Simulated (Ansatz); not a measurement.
## Sensitivity of the G0W0 gap of LiNbO3 (R3c)

A base run on LiNbO3 (R3c), then changed inputs.

Calculated with Ansatz 0.2.0; G0W0 on PBE, plane waves, PAW.

This is a report of a sequence of runs, with most program output left out.

### 1. The structure

The structure is trigonal, space group R3c (No. 161). Conventional cell: a = 5.152 Å, b = 5.152 Å, c = 13.869 Å, α = 90.00°, β = 90.00°, γ = 120.00°. Nearest to Li lie 6 O at 2.07 to 2.24 Å. Nearest to Nb lie 6 O at 1.88 to 2.13 Å. O has 2 Nb at 1.88 to 2.13 Å and 2 Li at 2.07 to 2.24 Å nearest. Farther neighbours and most contacts between anions are not listed.

The cell and positions come from the Crystallography Open Database and are kept as given unless a step says otherwise. The default PAW set here is soft_2. Its files were made with PBE.

### 2. The base run: 2×2×2 mesh, 226 empty bands, screening to 96 eV

G0W0 replaces the xc potential by the self-energy, built once from these orbitals. Only a window of levels is corrected, while the sums run over the empty bands that the input names.

Input file input.yaml:

```yaml
crystal:
  lattice:
    - [2.5758, 1.4871388234, 4.623]
    - [-2.5758, 1.4871388234, 4.623]
    - [0.0, -2.9742776468, 4.623]
  atoms:
    - { symbol: Li, position: [0.2815, 0.2815, 0.2815] }
    - { symbol: Li, position: [0.7815, 0.7815, 0.7815] }
    - { symbol: Nb, position: [5.5e-05, 5.5e-05, 5.5e-05] }
    - { symbol: Nb, position: [0.500055, 0.500055, 0.500055] }
    - { symbol: O, position: [0.11231, 0.35836, 0.71959] }
    - { symbol: O, position: [0.71959, 0.11231, 0.35836] }
    - { symbol: O, position: [0.35836, 0.71959, 0.11231] }
    - { symbol: O, position: [0.21959, 0.85836, 0.61231] }
    - { symbol: O, position: [0.85836, 0.61231, 0.21959] }
    - { symbol: O, position: [0.61231, 0.21959, 0.85836] }
kpoints:
  mp_grid: { grid: [2, 2, 2] }
hamiltonian:
  xc: pbe
scf:
  occupations: { method: fixed }
gw:
  n_empty_bands: 226
  ecut_chi: 96
  qp_bands: [v3, c3]
  qp_kpoints: band_edges
  screening: { model: contour_deformation }
```

On the command line:

```console
ansatz run input.yaml --threads 3 --pin off --max-ram 92160MiB --backend cuda --events-out ev --progress --plain --runs-dir out --devices 1 --max-vram 13GiB
```

Run time: 15 s. Hardware: 1 × NVIDIA H100 80GB HBM3 (shared by 6 runs) with 3 threads of AMD EPYC 7R13 (Zen 3), shared host; peak memory 1.1 GiB; 13 s of CPU time.

This step gave:

| Property | Result |
| --- | --- |
| bands summed | 260 |
| RPA ε∞ on this mesh (eigenvalues) | 5.242, 5.242, 5.275 |
| plane waves in the screening matrix | 211 |
| q-points in the mesh | 8 |
| G0W0 gap on the mesh | 5.139 eV |
| k of the valence top | 0, 0, 0 |
| k of the conduction bottom | 0, 0, 0 |
| starting gap on the mesh | 3.607 eV |
| Z at the valence top | 0.7333 |
| Z at the conduction bottom | 0.7742 |
| least direct G0W0 gap on the computed points | 5.139 eV |

The gap on the mesh goes from 3.61 eV to 5.14 eV, a correction of +1.53 eV. Between the two edge states, bare exchange in place of the xc potential would open the gap by 11.30 eV, and correlation takes back 9.77 eV.

### 3. Variant: wavefunction cutoff

Edit input.yaml of step 2 so:

```diff
@@ -23,4 +23,4 @@
 gw:
-  n_empty_bands: 226
-  ecut_chi: 96
+  n_empty_bands: 241
+  ecut_chi: 100
   qp_bands: [v3, c3]
@@ -28 +28,3 @@
   screening: { model: contour_deformation }
+basis:
+  ecutwfc: 350
```

Elapsed: 14 s, on 1 × NVIDIA H100 80GB HBM3 (shared by 6 runs) with 3 threads; peak memory 1.1 GiB; 6.5 s of CPU time.

The G0W0 gap on the mesh is 5.147 eV.

Against the base:

| setting | base | variant |
| --- | --- | --- |
| empty bands | 226 | 241 |
| screening cutoff (eV) | 96 | 100 |
| typed cutoff | - | 350 |

| quantity | variant | base |
| --- | --- | --- |
| starting gap on the mesh | 3.606 | 3.607 |
| G0W0 gap on the mesh | 5.147 | 5.139 |
| least direct G0W0 gap on the computed points | 5.147 | 5.139 |
| Z at the valence top | 0.733 | 0.733 |
| Z at the conduction bottom | 0.774 | 0.774 |

### 4. Variant: accuracy level

Edit input.yaml of step 3 so:

```diff
@@ -28,3 +28,2 @@
   screening: { model: contour_deformation }
-basis:
-  ecutwfc: 350
+accuracy: high
```

Elapsed: 10 s, on 1 × NVIDIA H100 80GB HBM3 (shared by 6 runs) with 3 threads; peak memory 1.1 GiB; 7.6 s of CPU time.

The G0W0 gap on the mesh is 5.139 eV.

Against the base:

| setting | base | variant |
| --- | --- | --- |
| empty bands | 226 | 241 |
| screening cutoff (eV) | 96 | 100 |
| accuracy | - | high |

| quantity | variant | base |
| --- | --- | --- |
| starting gap on the mesh | 3.607 | 3.607 |
| G0W0 gap on the mesh | 5.139 | 5.139 |
| least direct G0W0 gap on the computed points | 5.139 | 5.139 |
| Z at the valence top | 0.733 | 0.733 |
| Z at the conduction bottom | 0.774 | 0.774 |

### 5. Summary of results

```yaml
base: 5.14 eV, 15 s
wavefunction_cutoff: 5.15 eV, 14 s
accuracy_level: 5.14 eV, 10 s
```

Wavefunction cutoff: the gap moves by +0.01 eV (the plane-wave cutoff goes from 420 to 350 eV). The variant differs from the base in empty bands, screening cutoff and typed cutoff together, so the change can't be laid to one of them. Accuracy level: the gap moves by +0.001 eV. The variant differs from the base in empty bands, screening cutoff and accuracy together, so the change can't be laid to one of them. All runs here use a coarse mesh and modest cutoffs; they test settings and are not final values. The 2×2×2 mesh is coarse for this cell (its supercell is 11 Å along the shortest edge). The RPA ε∞ on it, from the PBE start, is 5.24 and 5.28; such meshes misread the long-range screening, most where the gap is narrow. The many-body steps are scalar-relativistic: spin-orbit coupling is not in them.

[Paths, hosts, dates, memory and timing lines, banners, echoed tables and standing remarks are left out of the program output.]

[Logs are printed without paths, hosts, clocks, repeated set-up lines and the standing remarks that a program may print on its own settings, such as how far it seeks lower states.]

[Runs of the session that timed out or met a known fault of the program may be left out.]

[Cells called generated may have been cut or substituted from an entry of the Crystallography Open Database or the Materials Project.]

[Hosts, paths, dates, database ids (printed as entryN), source tags and the programs' standing remarks are cut or masked in the printed files.]
